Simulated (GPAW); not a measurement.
**tetragonal PbO monolayer: simulated STM images**

Wanted: filled- and empty-state images of tetragonal PbO monolayer, with its work function.

Calculated with GPAW 26.7.0; GPAW, PAW setups; layer in a repeated cell with vacuum, relaxation of atoms and in-plane cell, in the first sound run; inputs show where later runs differ.

## Step 1: The structure

The cell holds 4 atoms: 2 Pb and 2 O. Cell: a = 4.050 Å, b = 4.050 Å, c = 15.414 Å, α = 90.0°, β = 90.0°, γ = 90.0°. Vacuum lies along c.

## Step 2: Relaxing the atoms

The atoms are relaxed first, since the surface dipole, and with it the work function, follows the positions of the outer layers.

Contents of run.py:

```python
import json
import numpy as np
from ase import Atoms
from ase.filters import FrechetCellFilter
from ase.optimize import BFGS
from gpaw import GPAW, PW

slab = Atoms(
    ['Pb', 'O', 'O', 'Pb'],
    positions=[
        [2.02500, 0.00000, 7.00000],
        [0.00000, 0.00000, 7.70711],
        [2.02500, 2.02500, 7.70711],
        [0.00000, 2.02500, 8.41421]],
    cell=[[4.05, 0.0, 0.0], [0.0, 4.05, 0.0], [0.0, 0.0, 15.4142]],
    pbc=[True, True, True])

slab.calc = GPAW(mode=PW(600), xc='PBE', kpts={'size': (7, 7, 1), 'gamma': True},
                 occupations={'name': 'fermi-dirac', 'width': 0.05}, nbands='200%',
                 convergence={'density': 1e-05}, maxiter=200,
                 symmetry={'tolerance': 1e-3}, txt='slab.txt')
result = {}
# The in-plane cell is free; stress needs a cell that repeats along all three vectors
path = []
opt = BFGS(FrechetCellFilter(slab, mask=[1, 1, 0, 0, 0, 1]), maxstep=0.2)
opt.attach(lambda: path.append((slab.get_potential_energy(), slab.positions.tolist(), slab.get_forces().tolist())))
result['relaxed'] = bool(opt.run(fmax=0.02, steps=45))
result['path'] = path
result['cell'] = slab.cell.tolist()
print('in-plane lattice', slab.cell.cellpar().round(4)[[0, 1, 5]])
energy = slab.get_potential_energy()
fermi = slab.calc.get_fermi_level()
v = slab.calc.get_electrostatic_potential().mean((0, 1)) - fermi
n = slab.calc.get_pseudo_density().mean((0, 1))
L = slab.cell[2, 2]
z = np.arange(len(v)) * L / len(v)
low, high = slab.positions[:, 2].min(), slab.positions[:, 2].max()
below, above = np.interp([low - 4.8, high + 4.8], z, v)
slopes = [np.interp(x, z, np.gradient(v, z)) for x in (low - 4.8, high + 4.8)]
eps = np.array([[slab.calc.get_eigenvalues(k, s) for k in range(len(slab.calc.get_ibz_k_points()))]
                for s in range(slab.calc.get_number_of_spins())]) - fermi
top, bottom = eps[eps < 0].max(), eps[eps > 0].min()
dipole = slab.get_dipole_moment()[2]
print(f'energy {energy:.4f} eV, Fermi level {fermi:.4f} eV, dipole {dipole:.5f} e A')
print(f'potential 4.8 A off the faces, from the Fermi level: lower {below:.4f} eV, upper {above:.4f} eV')
print(f'slope of the potential there: lower {slopes[0]:.5f}, upper {slopes[1]:.5f} eV/A')
print(f'nearest levels on the mesh: {top:.4f} and {bottom:.4f} eV')
print('magnetic moment', round(slab.get_magnetic_moment(), 3))
result.update(energy=energy, fermi=fermi, dipole=dipole, below=below, above=above, slopes=slopes, edges=[top, bottom],
              z=z.tolist(), v=v.tolist(), n=n.tolist(), positions=slab.positions.tolist(),
              forces=slab.get_forces(apply_constraint=False).tolist(), moments=slab.get_magnetic_moments().tolist())
json.dump(result, open('result.json', 'w'))
```

Started as:

```bash
OMP_NUM_THREADS=1 OPENBLAS_NUM_THREADS=1 python run.py
```

The program printed:

```text
Step          Energy          fmax
BFGS:    0      -18.872470        6.539149
BFGS:    1      -20.530609        4.549138
BFGS:    2      -21.960446        1.352707
BFGS:    3      -22.068422        0.615375
BFGS:    4      -22.098779        0.792463
BFGS:    5      -22.136272        0.936150
BFGS:    6      -22.179226        0.936102
BFGS:    7      -22.215460        0.788784
BFGS:    8      -22.236320        0.322741
BFGS:    9      -22.238623        0.021748
BFGS:   10      -22.239498        0.000768
in-plane lattice [ 3.9523  3.9523 90.    ]
energy -22.2395 eV, Fermi level -0.0984 eV, dipole 0.00022 e A
potential 4.8 A off the faces, from the Fermi level: lower 3.3542 eV, upper 3.3537 eV
slope of the potential there: lower -0.00026, upper 0.00055 eV/A
nearest levels on the mesh: -1.3609 and 1.3833 eV
magnetic moment 0.0
```

It took 8.1 min on 1 thread of Intel Xeon Platinum 8488C (Sapphire Rapids), shared host; peak memory 0.43 GiB.

Numbers from this step:

```
dipole along the normal                    : 2.23e-4 e·Å
levels nearest the Fermi level on the mesh : -1.361, 1.383 eV from the Fermi level
```

Electrostatic potential energy of an electron (without an applied field's), less the Fermi level, planar mean against z:

z (Å), electrostatic potential energy of an electron (without an applied field's), less the Fermi level, planar mean (eV) and a bar from the least value:
```
      0.0        3.4 ##############################
      0.5        3.4 ##############################
      1.0        3.4 ##############################
      1.5        3.4 ##############################
      2.0        3.4 ##############################
      2.5        3.4 ##############################
      3.0        3.3 ##############################
      3.5        3.3 ##############################
      4.0        3.3 ##############################
      4.5        3.1 ##############################
      5.0        2.5 #############################
      5.5        0.4 #########################
      6.0       -6.5 ############
      6.5      -13.6 
      7.0       -6.0 #############
      7.5       -7.9 ##########
      8.0       -6.1 #############
      8.5       -7.5 ###########
      9.0      -13.4 
      9.5       -4.8 ###############
     10.0        1.0 ##########################
     10.5        2.7 #############################
     11.0        3.2 ##############################
     11.5        3.3 ##############################
     12.0        3.3 ##############################
     12.5        3.3 ##############################
     13.0        3.4 ##############################
     13.5        3.4 ##############################
     14.0        3.4 ##############################
     14.5        3.4 ##############################
     15.0        3.4 ##############################
```

The pseudo valence density, planar mean by z:

z (Å), pseudo valence density, planar mean (e/Å³) and a bar from the least value:
```
     0.00      0.000 
     0.51      0.000 
     1.03      0.000 
     1.54      0.000 
     2.06      0.000 
     2.57      0.000 
     3.08      0.000 
     3.60      0.001 
     4.28      0.005 
     4.80      0.017 #
     5.31      0.065 ##
     5.82      0.239 ########
     6.34      0.741 #########################
     6.85      0.553 ###################
     7.36      0.691 ########################
     7.88      0.879 ##############################
     8.39      0.475 ################
     8.91      0.823 ############################
     9.42      0.355 ############
     9.93      0.103 ####
    10.45      0.027 #
    10.96      0.007 
    11.65      0.001 
    12.16      0.000 
    12.67      0.000 
    13.19      0.000 
    13.70      0.000 
    14.22      0.000 
    14.73      0.000 
    15.24      0.000
```

The relaxation lowered the energy of the cell by 3.37 eV (energies extrapolated to zero smearing; the optimiser's log prints free energies). The largest force left on a free atom is 4.0e-4 eV/Å.

## Step 3: The slab's potential

The work function is the vacuum plateau of the electrostatic potential less the Fermi level; a dipole layer lets the two faces have plateaus of their own.

This step: GPAW, PAW setups; slab in vacuum (GPAW 26.7.0).

The cell differs from the one that the last finished run ended in (c 15.414 → 16.454 Å).

Contents of run.py:

```python
import json
import numpy as np
from ase import Atoms
from ase.dft.stm import STM
from gpaw import GPAW, PW

slab = Atoms(
    ['Pb', 'O', 'O', 'Pb'],
    positions=[
        [1.97614, -0.00000, 7.00000],
        [0.00000, -0.00000, 8.22692],
        [1.97614, 1.97614, 8.22692],
        [0.00000, 1.97614, 9.45383]],
    cell=[[3.95229, 0.0, 0.0], [0.0, 3.95229, 0.0], [0.0, 0.0, 16.4538]],
    pbc=[True, True, False])

slab.calc = GPAW(mode=PW(500), xc='PBE', kpts={'size': (7, 7, 1), 'gamma': True},
                 occupations={'name': 'fermi-dirac', 'width': 0.05}, nbands='200%',
                 convergence={'density': 1e-05}, maxiter=200,
                 poissonsolver={'dipolelayer': 'xy'},
                 symmetry={'tolerance': 1e-3}, txt='slab.txt')
result = {}
energy = slab.get_potential_energy()
fermi = slab.calc.get_fermi_level()
v = slab.calc.get_electrostatic_potential().mean((0, 1)) - fermi
n = slab.calc.get_pseudo_density().mean((0, 1))
L = slab.cell[2, 2]
z = np.arange(len(v)) * L / len(v)
low, high = slab.positions[:, 2].min(), slab.positions[:, 2].max()
below, above = np.interp([low - 4.8, high + 4.8], z, v)
slopes = [np.interp(x, z, np.gradient(v, z)) for x in (low - 4.8, high + 4.8)]
eps = np.array([[slab.calc.get_eigenvalues(k, s) for k in range(len(slab.calc.get_ibz_k_points()))]
                for s in range(slab.calc.get_number_of_spins())]) - fermi
top, bottom = eps[eps < 0].max(), eps[eps > 0].min()
dipole = slab.get_dipole_moment()[2]
print(f'energy {energy:.4f} eV, Fermi level {fermi:.4f} eV, dipole {dipole:.5f} e A')
print(f'potential 4.8 A off the faces, from the Fermi level: lower {below:.4f} eV, upper {above:.4f} eV')
print(f'slope of the potential there: lower {slopes[0]:.5f}, upper {slopes[1]:.5f} eV/A')
print(f'nearest levels on the mesh: {top:.4f} and {bottom:.4f} eV')
print('magnetic moment', round(slab.get_magnetic_moment(), 3))
result.update(energy=energy, fermi=fermi, dipole=dipole, below=below, above=above, slopes=slopes, edges=[top, bottom],
              z=z.tolist(), v=v.tolist(), n=n.tolist(), positions=slab.positions.tolist(),
              forces=slab.get_forces(apply_constraint=False).tolist(), moments=slab.get_magnetic_moments().tolist())

# Images need the states of the whole zone, up to time reversal
slab.calc = slab.calc.fixed_density(symmetry={'point_group': False}, txt='states.txt', nbands='260%',
                                    convergence={'bands': 'CBM+0.8'})
stm = STM(slab)
result['stm'] = []
for bias in [-0.5, 0.5]:
    height = high + 3.0
    current = stm.get_averaged_current(bias, height)
    x, y, h = stm.scan(bias, current)
    i, f = divmod(height / L * stm.ldos.shape[2], 1)
    I = abs((1 - f) * stm.ldos[:, :, int(i)] + f * stm.ldos[:, :, int(i) + 1])
    print(f'bias {bias} V: mean current at 3.0 A {current:.4e}, corrugation {np.ptp(h):.4f} A')
    result['stm'].append(dict(bias=bias, current=current, h=(h - high).tolist(), I=I.tolist()))
json.dump(result, open('result.json', 'w'))
```

The program printed:

```text
energy -21.5528 eV, Fermi level -0.4613 eV, dipole 0.00051 e A
potential 4.8 A off the faces, from the Fermi level: lower 3.5161 eV, upper 3.5105 eV
slope of the potential there: lower -0.00133, upper 0.00134 eV/A
nearest levels on the mesh: -1.1993 and 1.5361 eV
magnetic moment 0.0
bias -0.5 V: mean current at 3.0 A 0.0000e+00, corrugation 0.0000 A
bias 0.5 V: mean current at 3.0 A 0.0000e+00, corrugation 0.0000 A
```

Run time: 1.9 min. Hardware: 1 thread; peak memory 0.47 GiB.

This step gave:

| Property | Result |
| --- | --- |
| dipole along the normal | 5.05e-4 e·Å |
| levels nearest the Fermi level on the mesh | -1.199, 1.536 eV from the Fermi level |
| upper work function | 3.511 eV |
| lower work function | 3.516 eV |
| upper ionisation energy | 4.710 eV |

The electrostatic potential energy of an electron (without an applied field's), less the Fermi level, planar mean by z:

z (Å), electrostatic potential energy of an electron (without an applied field's), less the Fermi level, planar mean (eV) and a bar from the least value:
```
      0.0        3.5 ##############################
      0.5        3.5 ##############################
      1.0        3.5 ##############################
      1.5        3.5 ##############################
      2.0        3.5 ##############################
      2.5        3.5 ##############################
      3.0        3.5 ##############################
      3.5        3.5 ##############################
      4.0        3.5 ##############################
      4.5        3.5 ##############################
      5.0        3.3 ##############################
      5.5        2.7 #############################
      6.0        0.7 #########################
      6.5       -6.0 #############
      7.0      -13.4 
      7.5       -6.1 #############
      8.0       -7.3 ###########
      8.5       -6.3 #############
      9.0       -7.0 ###########
      9.5      -13.4 
     10.0       -5.1 ###############
     10.5        1.0 ##########################
     11.0        2.8 #############################
     11.5        3.3 ##############################
     12.0        3.5 ##############################
     12.5        3.5 ##############################
     13.0        3.5 ##############################
     13.5        3.5 ##############################
     14.0        3.5 ##############################
     14.5        3.5 ##############################
     15.0        3.5 ##############################
     15.5        3.5 ##############################
     16.0        3.5 ##############################
```

Table of pseudo valence density, planar mean by z:

z (Å), pseudo valence density, planar mean (e/Å³) and a bar:
```
     0.00      0.000 
     0.55      0.000 
     1.10      0.000 
     1.65      0.000 
     2.19      0.000 
     2.74      0.000 
     3.29      0.000 
     3.84      0.000 
     4.57      0.003 
     5.12      0.011 
     5.67      0.043 #
     6.22      0.178 ######
     6.76      0.637 ######################
     7.31      0.605 #####################
     7.86      0.667 #######################
     8.41      0.867 ##############################
     8.96      0.483 #################
     9.51      0.808 ############################
    10.06      0.271 #########
    10.60      0.069 ##
    11.15      0.017 #
    11.70      0.004 
    12.43      0.001 
    12.98      0.000 
    13.53      0.000 
    14.08      0.000 
    14.63      0.000 
    15.17      0.000 
    15.72      0.000 
    16.27      0.000
```

The layer is gapped, so the Fermi level lies somewhere inside the gap, set by smearing and numerics, and these work functions are no property of the material; the band edges below the vacuum level are. The potential is flat to 0.001 eV/Å where it is read, so the vacuum is wide enough. At -0.5 and 0.5 V the search found no usable constant-current contour near the set height, since the window lies inside the gap and carries no current, so the printed corrugation is no image; it is left out.

## Step 4: Results

```
work function, upper and lower face (Fermi level placed in the gap by the smearing) : 3.511 and 3.516 eV
ionisation energy from the upper face (highest filled level on the mesh)            : 4.71 eV
electron affinity from the upper face (lowest empty Kohn-Sham level on the mesh)    : 1.97 eV
dipole along the normal                                                             : 5.1e-4 e Å
```

What this shows: With plane waves and PBE the ionisation energy from the upper face is 4.71 eV and the Kohn-Sham electron affinity 1.97 eV. The levels nearest the Fermi level on the mesh lie 2.74 eV apart, so the slab is gapped there: the smearing puts the Fermi level inside the gap, and from either face the ionisation energy is the work function plus 1.2 eV. Both are Kohn-Sham levels on the mesh, and semilocal gaps are too small, so the affinity tends to come out too large and the ionisation energy too small. With elements this heavy, spin-orbit coupling can move band edges by tenths of an eV. The small printed dipole stands for a step of -5.9 meV from the lower to the upper face, and the probes find -5.5 meV; values this small are near the numerical noise of both. The layer's cell and atoms come from the relaxation; spin-orbit coupling and temperature are left out.

[Logs are printed without paths, hosts, clocks, repeated set-up lines and the standing remarks that a program may print on its own settings, such as how far it seeks lower states.]

[Hosts, paths, dates, database ids (printed as entryN), source tags and the programs' standing remarks are cut or masked in the printed files.]
